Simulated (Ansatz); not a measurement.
# ScAlB4 (built on the sites of a database entry of ScB2): from the cell to its phonons, part 2 of 2

How does ScAlB4 (built on the sites of a database entry of ScB2) vibrate, and is this structure a minimum?

Ansatz 0.2.0; DFT LDA, scalar-relativistic, plane waves, PAW.

So far. Step 4 (Relaxing to small forces for the phonons): The largest force component left is 0.063 meV/Å and the pressure is 0.000 GPa, within the tolerances set. The cell now holds 8.95 Å³/atom. Step 5 (Zone-centre response): Before it was imposed, the acoustic sum rule was missed by 1.6e-5 eV/Å². Small misses are needed for a sound result but don't prove that mesh and cutoff are converged. The lowest optical mode is real, 239 cm⁻¹. The relaxed cell has a = 5.989 Å (conventional setting).

The structure was built from a prototype and need not be the compound's stable phase.

## 6. Phonons on a q mesh

Stability and thermal properties need the whole zone. Linear response on a 4×4×4 q mesh gives force constants as far as a supercell of that size would.

input.yaml

```yaml
crystal:
  lattice:
    - [0.0, 2.9945439792, 2.9945439792]
    - [2.9945439792, 0.0, 2.9945439792]
    - [2.9945439792, 2.9945439792, 0.0]
  atoms:
    - { symbol: Sc, position: [0.25, 0.25, 0.25] }
    - { symbol: Al, position: [0.0, 0.0, 0.0] }
    - { symbol: B, position: [0.6435638331, 0.6435638331, 0.6435638331] }
    - { symbol: B, position: [0.0693085008, 0.6435638331, 0.6435638331] }
    - { symbol: B, position: [0.6435638331, 0.0693085008, 0.6435638331] }
    - { symbol: B, position: [0.6435638331, 0.6435638331, 0.0693085008] }
kpoints:
  mp_grid: { grid: [12, 12, 12] }
hamiltonian:
  xc: lda
scf:
  occupations: { method: methfessel_paxton, width: 0.2 }
output:
  eigenvalues: true
phonons:
  method: dfpt
  qmesh: [4, 4, 4]
  temperatures: { t_max: 1000, t_step: 50 }
  qpath:
    path:
      - [[0.0, 0.0, 0.0], [-0.5, -0.5, 0.0], [-0.375, -0.375, 0.25]]
      - [[-0.375, 0.0, 0.375], [0.0, 0.0, 0.0], [0.0, 0.0, 0.5], [-0.5, -0.25, 0.25], [-0.5, -0.5, 0.0]]
    npoints: 10
```

Run with:

```sh
ansatz run input.yaml --threads 8 --pin off --max-ram 14336MiB --backend cpu --events-out ev --progress --plain --runs-dir out
```

Numbers of over 12 decimals in the logs are rounded to 6 here.

The program printed:

```text
Warning: phonons: the dynamical matrix that this run interpolates holds no multipole term above the dipole-dipole one, and a site of this crystal is no centre of inversion, so its interpolated transverse optical and acoustic branches and sound speeds can stay off near Gamma, and the density of states and the thermodynamics with them. What a run solves at a wave vector of phonons.qpoints, Gamma apart, where the deck admits one, is free of this, and under fd what a larger phonons.supercell samples
[...]
Crystal: 6 atoms, lattice volume = 53.706 Å³
Basis set: ecut = 420 eV, 1067 PW (Γ), exchange–correlation on 60×60×60 points (8 copies of the dense FFT grid, shifted against one another)
Bands: 19, of which v1, the nominal top of the filled ones, is band 13 counted from 1 (12 counted from 0)
Symmetry: 24 space group operations
k-points: 72 of 1728 (time reversal used)
[...]
SCF iter   1: F=—  HF=-3198.717395 eV  |F-HF|=—  |Δ(HF+E_count)|=         —  Δρ=9.08e-3  dr2=7.59e-2  ethr=1.77e-3  ⟨swp⟩=5.3  Hψ=6925  notcnv=0
[...]
SCF iter   9: F=-3198.692476 eV  HF=-3198.692476 eV  |F-HF|=4.55e-13  |Δ(HF+E_count)|=  2.73e-12  S|Δr|=    0.00e0  Δρ=1.69e-8  dr2=1.73e-13  ethr=1.00e-12  ⟨swp⟩=8.6  Hψ=5893  notcnv=0
SCF 1 converged in 9 iterations: F = -3198.692476 eV  dr2 = 1.73e-13
[...]
SCF iter   1: F=—  HF=-3198.692476 eV  |F-HF|=—  |Δ(HF+E_count)|=         —  Δρ=1.01e-7  dr2=7.60e-12  ethr=9.25e-9  ⟨swp⟩=3.0  Hψ=10249  notcnv=0
eigensolver tolerance schedule: the retry pair's looser diagonalisation over-reported the residual by 316439.77 of it (diagonalisation noise at 16.79 of the residual, at the tolerance the schedule requests for it); recorded, not acted on — ethr = c·dr2/N_el stays at c = 1.0e-1
[...]
SCF iter   2: F=-3198.692476 eV  HF=-3198.692476 eV  |F-HF|=9.09e-13  |Δ(HF+E_count)|=   7.41e-8  S|Δr|=    0.00e0  Δρ=3.77e-8  dr2=1.20e-12  ethr=1.00e-12  ⟨swp⟩=6.4  Hψ=5329  notcnv=0
SCF 2 converged in 2 iterations: F = -3198.692476 eV  dr2 = 1.20e-12
phonons: the bands overlap, so this run is a metal and interpolates without the dipole-dipole term. If the crystal is really an insulator or semiconductor, its LO-TO splitting is missing
NSCF: frozen V_eff on 72 k-points
[...]
DFPT response loops at q = (0, 0, 0) (fractional): preconditioner auto → Kerker (q_TF=auto, 2.418 Å⁻¹) (partly filled bands, converged f_vac=0.000); β = 1.00, the filter's whole step (`scf.mixing.beta` (0.50) is not read by the response loops under this deck's `scf.mixing.preconditioner`; to damp them name `kerker` or `kerker_dos`, under which they read `scf.mixing.beta`, and type it under 1.00, their step now; both keys bind the ground state too); Broyden in place of MSR1
[...]
SCF converged after 9 iterations
[...]
Free energy (F): -3198.692476 eV
[...]
Internal energy: -3198.694929 eV  (E = F + TS)
E sigma→0 (E₀):  -3198.693089 eV
Entropy (-TS):   0.002453 eV (0.409 meV/atom)
Fermi energy:    12.222301 eV
[...]
--- Band table (eV; the first three rows and the last of 72) ---
  k-point 0: bands = [... 9 lower, 9.2906, 9.2906, 9.4030, 9.4030, 9.4030, 12.4498, 16.8860, 16.8860, ... 2 higher]
  k-point 1: bands = [... 9 lower, 9.0881, 9.0881, 9.7415, 9.7966, 9.7966, 12.7713, 16.4473, 16.7726, ... 2 higher]
  k-point 2: bands = [... 9 lower, 9.0402, 9.0402, 10.3667, 10.3667, 10.4286, 13.6600, 15.6333, 16.4438, ... 2 higher]
  k-point 71: bands = [... 9 lower, 9.6759, 9.8450, 10.5492, 12.0897, 14.1696, 14.5700, 15.6027, 15.6264, ... 2 higher]
--- Phonons (Γ-DFPT): 3 representative perturbations + reference (Σ response iterations 9) ---
  ASR residual: 1.492e-5 → 0.000e0 eV/Å²; symmetrization residual: 9.686e-7 eV/Å²
  ASR residual per site (eV/Å²): 1.49e-5 4.76e-6 1.81e-6 1.81e-6 1.81e-6 1.81e-6
[...]
--- Phonons (arbitrary-q DFPT): 8 irreducible q on the 4×4×4 mesh ---
  q = [0.0000, 0.0000, 0.0000] (star 1, of the zone-centre solve; hermiticity 1.07e-7, symmetrization 4.79e-13): -0.00 -0.00 -0.00 239.11 239.11 239.11 323.32 323.32 323.32 356.90 356.90 413.60 413.60 413.60 454.58 454.58 454.58 660.88
  q = [0.0000, 0.0000, 0.2500] (star 8, 5 solved perturbations in 5472 linear systems a pass and spin channel, the states on 1728 of 1728 k-point pairs; hermiticity 8.24e-8, symmetrization 4.90e-14): 34.46 96.68 96.68 204.02 204.02 235.06 286.68 286.68 299.82 377.44 380.76 380.76 434.78 434.78 485.15 490.06 490.06 697.59
[...]
sum rule: each row above includes the acoustic sum rule's correction from the zone centre's row sums; it moved no ω² by more than (0.30 cm⁻¹)²
  mesh force constants: q→R imaginary residual 1.29e-18; ASR residual 1.492e-5 → 0.000e0 eV/Å²; symmetrization residual 5.329e-15 eV/Å²
  interpolated dispersion: 62 rows × 18 modes
  density of states and harmonic sums: on the 20×20×20 q-mesh, interpolated from the force constants of a 4×4×4 supercell (no non-analytic term)
  largest difference from the sums on the solved wave vectors: F 1.64e-2 eV, S 2.06e-5 and C_V 8.01e-6 eV/K
  zero-point energy: 0.369394 eV/cell   skipped modes (ω ≤ 0): 457, of them read as no rigid motion or as one in doubt: 454 (1.799e0 modes/cell left out, lowest -322.12 cm⁻¹)   left out of the sums: 1.00e-1 of the cell's modes: C_V's classical limit lies that fraction below 3 k_B per atom; for a crystal, a wire or a layer, F and S can be off by more, and a phonons.interpolated_qmesh denser along its periods is the remedy for the sampling
```

It took 20 min on 8 threads of Arm Neoverse N1, shared host; peak memory 4.7 GiB.

This step gave:

```
sum-rule residual before enforcement                    : 1.49e-5 eV/Å²
lowest frequency on the path                            : -322.1 cm⁻¹
highest frequency on the path or at a solved wavevector : 744.4 cm⁻¹
lowest mode on the q mesh (acoustic modes at Γ apart)   : -322.1 cm⁻¹
```

Frequencies (cm⁻¹) solved at each irreducible wavevector; negative means imaginary. Frequencies by wavevector, by row:

| q in reciprocal lattice units | star | mode 1 | mode 2 | mode 3 | mode 4 | mode 16 | mode 17 | mode 18 |
| --- | --- | --- | --- | --- | --- | --- | --- | --- |
| 0 0 0 | 1 | 0 | 0 | 0 | 239.1 | 454.6 | 454.6 | 660.9 |
| 0 0 0.25 | 8 | 34.5 | 96.7 | 96.7 | 204 | 490.1 | 490.1 | 697.6 |
| 0 0 -0.5 | 4 | -37.9 | 153.6 | 153.6 | 229.3 | 519.4 | 519.4 | 719.2 |
| 0 0.25 0.25 | 6 | -140.3 | -140.3 | 192.4 | 192.4 | 512.4 | 512.4 | 710 |
| 0 0.25 -0.5 | 24 | -233.2 | -111.4 | 67.8 | 180.1 | 537 | 549.1 | 733.3 |
| 0 0.25 -0.25 | 12 | -203.2 | -49.5 | 77.8 | 180 | 518.6 | 545 | 723 |
| 0 -0.5 -0.5 | 3 | -184.6 | -184.6 | -127.1 | 177.2 | 557.3 | 557.3 | 743 |
| 0.25 -0.5 -0.25 | 6 | -322.1 | -122.3 | 121.1 | 148.1 | 538 | 555.9 | 744.4 |

Interpolated from a 4×4×4 q mesh. Phonon branches along the path, in cm⁻¹:

| point | branch 1 | branch 2 | branch 3 | branch 4 | branch 15 | branch 16 | branch 17 | branch 18 |
| --- | --- | --- | --- | --- | --- | --- | --- | --- |
| Γ | 0 | 0 | 0 | 239 | 455 | 455 | 455 | 661 |
| halfway | -140 | -140 | 192 | 192 | 483 | 512 | 512 | 710 |
| X | -185 | -185 | -127 | 177 | 495 | 557 | 557 | 743 |
| halfway | -234 | -172 | -103 | 170 | 492 | 553 | 559 | 743 |
| U | -283 | -141 | 41 | 175 | 511 | 543 | 560 | 742 |
| jump to K | -283 | -141 | 41 | 175 | 511 | 543 | 560 | 742 |
| halfway | -142 | 111 | 114 | 159 | 489 | 501 | 521 | 708 |
| Γ | 0 | 0 | 0 | 239 | 455 | 455 | 455 | 661 |
| halfway | 34 | 97 | 97 | 204 | 485 | 490 | 490 | 698 |
| L | -38 | 154 | 154 | 229 | 496 | 519 | 519 | 719 |
| halfway | -240 | -65 | 127 | 170 | 516 | 527 | 548 | 732 |
| W | -322 | -122 | 121 | 148 | 524 | 538 | 556 | 744 |
| halfway | -271 | -121 | -109 | 158 | 491 | 553 | 556 | 744 |
| X | -185 | -185 | -127 | 177 | 495 | 557 | 557 | 743 |

Tetrahedra on a 20×20×20 mesh, mean over bins of 10 cm-1. Interpolated from a 4×4×4 q mesh. Table of phonon density of states by wavenumber; read off at these points:

| wavenumber (cm⁻¹) | phonon density of states (1/cm⁻¹/cell) |
| --- | --- |
| -325 | 3.0e-5 |
| -295 | 0.00315 |
| -265 | 0.00496 |
| -235 | 0.00445 |
| -205 | 0.00425 |
| -185 | 0.00451 |
| -155 | 0.00699 |
| -125 | 0.0126 |
| -95 | 0.00963 |
| -65 | 0.00545 |
| -35 | 0.00307 |
| -5 | 0.00263 |
| 25 | 0.00271 |
| 55 | 0.00409 |
| 75 | 0.00657 |
| 105 | 0.0139 |
| 135 | 0.0102 |
| 165 | 0.0232 |
| 185 | 0.0424 |
| 195 | 0.0338 |
| 225 | 0.0111 |
| 235 | 0.0443 |
| 255 | 0.0572 |
| 285 | 0.027 |
| 315 | 0.0370 |
| 345 | 0.0147 |
| 365 | 0.0330 |
| 395 | 0.0517 |
| 405 | 0.0659 |
| 425 | 0.0180 |
| 445 | 0.0462 |
| 455 | 0.0318 |
| 485 | 0.0399 |
| 515 | 0.0408 |
| 545 | 0.0323 |
| 575 | 0 |
| 605 | 0 |
| 625 | 0 |
| 655 | 0 |
| 685 | 0.00269 |
| 715 | 0.0151 |
| 745 | 0.0159 |

The partial phonon density of states has structure finer than the step of the table below, so its rows give means over 25 cm⁻¹, whole bins alone (the curve runs from -329 to 776 cm⁻¹). Peaks (cm⁻¹: height): Al 185.4: 0.0188, 254.9: 0.0216, 400.9: 0.0114; B -120.4: 0.00933, 185.4: 0.0142, 248.0: 0.0257, 317.5: 0.0335, 400.9: 0.0172, 519.1: 0.0398, 734.6: 0.0246; Sc -120.4: 0.00353, 178.5: 0.00725, 400.9: 0.0259.

Phonopy on the run's constants, 17x17x17 mesh, Gaussian sigma 7.9 cm-1. Interpolated from a 4×4×4 q mesh. The partial phonon density of states by wavenumber; means over each step; values in 1/cm⁻¹/cell:

| wavenumber (cm⁻¹) | Al | B | Sc |
| --- | --- | --- | --- |
| -300 | 1.4e-5 | 0.00254 | 2.7e-4 |
| -275 | 2.9e-5 | 0.00439 | 4.6e-4 |
| -250 | 3.6e-5 | 0.00407 | 4.6e-4 |
| -225 | 4.9e-5 | 0.00372 | 4.7e-4 |
| -200 | 1.0e-4 | 0.00363 | 6.2e-4 |
| -175 | 2.6e-4 | 0.00426 | 0.00107 |
| -150 | 5.1e-4 | 0.00527 | 0.00177 |
| -125 | 7.7e-4 | 0.00806 | 0.00300 |
| -100 | 8.5e-4 | 0.00719 | 0.00277 |
| -75 | 6.8e-4 | 0.00459 | 0.00175 |
| -50 | 6.1e-4 | 0.00400 | 0.00147 |
| -25 | 1.6e-4 | 9.6e-4 | 3.7e-4 |
| 0 | 6.4e-5 | 2.2e-4 | 1.1e-4 |
| 25 | 3.6e-4 | 0.00158 | 6.8e-4 |
| 50 | 3.9e-4 | 0.00228 | 8.7e-4 |
| 75 | 0.00107 | 0.00574 | 0.00190 |
| 100 | 0.00171 | 0.00849 | 0.00236 |
| 125 | 0.00285 | 0.00617 | 0.00239 |
| 150 | 0.00666 | 0.00594 | 0.00376 |
| 175 | 0.0159 | 0.0120 | 0.00647 |
| 200 | 0.0138 | 0.0129 | 0.00478 |
| 225 | 0.00942 | 0.0129 | 0.00147 |
| 250 | 0.0183 | 0.0239 | 0.00163 |
| 275 | 0.0109 | 0.0169 | 5.6e-4 |
| 300 | 0.00575 | 0.0265 | 9.5e-4 |
| 325 | 0.00312 | 0.0292 | 0.00155 |
| 350 | 0.00385 | 0.0114 | 0.0135 |
| 375 | 0.00499 | 0.0119 | 0.0180 |
| 400 | 0.00992 | 0.0153 | 0.0231 |
| 425 | 0.00374 | 0.0161 | 0.0118 |
| 450 | 0.00142 | 0.0294 | 0.00561 |
| 475 | 6.7e-4 | 0.0335 | 0.00184 |
| 500 | 4.0e-4 | 0.0341 | 8.5e-4 |
| 525 | 3.4e-4 | 0.0378 | 5.9e-4 |
| 550 | 2.5e-4 | 0.0289 | 3.7e-4 |
| 575 | 3.0e-5 | 0.00385 | 3.2e-5 |
| 600 | 0 | 2.4e-6 | 0 |
| 625 | 0 | 4.0e-8 | 0 |
| 650 | 0 | 1.5e-4 | 0 |
| 675 | 0 | 0.00175 | 9.9e-6 |
| 700 | 1.1e-6 | 0.00714 | 4.6e-5 |
| 725 | 9.7e-6 | 0.0208 | 1.0e-4 |
| 750 | 5.8e-6 | 0.00992 | 3.5e-5 |

Symmetry leaves 8 wavevectors to solve. The lowest mode among them, the acoustic zeros apart, lies at q = (0.25, -0.5, -0.25) and is imaginary, 322.1i cm⁻¹, so the energy falls along it.

## 7. Another isotope

An isotope changes the mass and not the force constants, so no new electronic calculation is needed; the shifts show which modes move this element.

The same force constants with the mass of B changed from 10.810 to 10.013 u (phonopy, no LO-TO term). Both lists are sorted by frequency; levels can cross, so a row need not hold one and the same mode. Modes under 3 cm⁻¹ are left out. Isotope shifts, by row, the first 40 of 60 rows:

| q | rank | natural mass (cm⁻¹) | changed mass (cm⁻¹) |
| --- | --- | --- | --- |
| 0 0 0 | 4 | 239.1 | 242.8 |
| 0 0 0 | 5 | 239.1 | 242.8 |
| 0 0 0 | 6 | 239.1 | 242.8 |
| 0 0 0 | 7 | 323.3 | 335.9 |
| 0 0 0 | 8 | 323.3 | 335.9 |
| 0 0 0 | 9 | 323.3 | 335.9 |
| 0 0 0 | 10 | 356.9 | 370.8 |
| 0 0 0 | 11 | 356.9 | 370.8 |
| 0 0 0 | 12 | 413.6 | 419.8 |
| 0 0 0 | 13 | 413.6 | 419.8 |
| 0 0 0 | 14 | 413.6 | 419.8 |
| 0 0 0 | 15 | 454.6 | 469.5 |
| 0 0 0 | 16 | 454.6 | 469.5 |
| 0 0 0 | 17 | 454.6 | 469.5 |
| 0 0 0 | 18 | 660.9 | 686.7 |
| 0 0 0.25 | 1 | 34.46 | 35.3 |
| 0 0 0.25 | 2 | 96.68 | 97.81 |
| 0 0 0.25 | 3 | 96.68 | 97.81 |
| 0 0 0.25 | 4 | 204 | 210.4 |
| 0 0 0.25 | 5 | 204 | 210.4 |
| 0 0 0.25 | 6 | 235.1 | 237.3 |
| 0 0 0.25 | 7 | 286.7 | 294.3 |
| 0 0 0.25 | 8 | 286.7 | 294.3 |
| 0 0 0.25 | 9 | 299.8 | 311.5 |
| 0 0 0.25 | 10 | 377.4 | 381.4 |
| 0 0 0.25 | 11 | 380.8 | 390.1 |
| 0 0 0.25 | 12 | 380.8 | 390.1 |
| 0 0 0.25 | 13 | 434.8 | 444.7 |
| 0 0 0.25 | 14 | 434.8 | 444.7 |
| 0 0 0.25 | 15 | 485.1 | 501.3 |
| 0 0 0.25 | 16 | 490.1 | 508.9 |
| 0 0 0.25 | 17 | 490.1 | 508.9 |
| 0 0 0.25 | 18 | 697.6 | 724.6 |
| 0 0 -0.5 | 1 | -37.85 | -39.32 |
| 0 0 -0.5 | 2 | 153.6 | 154.1 |
| 0 0 -0.5 | 3 | 153.6 | 154.1 |
| 0 0 -0.5 | 4 | 229.3 | 238.2 |
| 0 0 -0.5 | 5 | 229.3 | 238.2 |
| 0 0 -0.5 | 6 | 244 | 244.2 |
| 0 0 -0.5 | 7 | 272 | 282.6 |

A mode of this element alone would shift by +3.90 %. The highest zone-centre frequency without the field goes from 660.9 to 686.7 cm⁻¹ (+3.9 %). The product of the frequency ratios over all optical modes at Γ is 1.518; the product rule, (m/m′)^(3k/2) (M′/M)^(3/2) with k = 4 such atoms and M the mass of the cell, gives 1.518.

## 8. Summary of results

```yaml
space_group_after_relaxation_within_0p01_a: F-43m
volume_per_atom: 8.95 Å³
electronic_character: no gap on this mesh
highest_optical_mode_at_the_zone_centre_no_lo_to_term: 661 cm⁻¹
lowest_optical_zone_centre_mode: 239 cm⁻¹
lowest_mode_on_the_q_mesh_acoustic_modes_at_gamma_apart: -322 cm⁻¹
highest_frequency_on_the_path_or_at_a_solved_wavevector: 744 cm⁻¹
imaginary_modes_on_the_4x4x4_q_mesh: yes
```

**Reading.** Modes are clearly imaginary (beyond 10i cm⁻¹) at 6 of the 8 irreducible wavevectors, most at q = (0.25, -0.5, -0.25) (322.1i cm⁻¹), so this structure is not a minimum of the energy. The optical modes at Γ span 239 to 661 cm⁻¹. The highest mode in this list at Γ, 660.9 cm⁻¹, is mostly motion of B (100 % of the kinetic energy). With no gap, or one that is small against the smearing, the frequencies hang on the k mesh and the smearing, most of all near Kohn anomalies. The starting cell was built on a prototype and not taken from a measurement, so the phase need not exist. These are harmonic frequencies at zero temperature: anharmonic shifts, linewidths and thermal expansion are left out.

[Logs are printed without paths, hosts, clocks, repeated set-up lines and the standing remarks that a program may print on its own settings, such as how far it seeks lower states.]

[Hosts, paths, dates, database ids (printed as entryN), source tags and the programs' standing remarks are cut or masked in the printed files.]
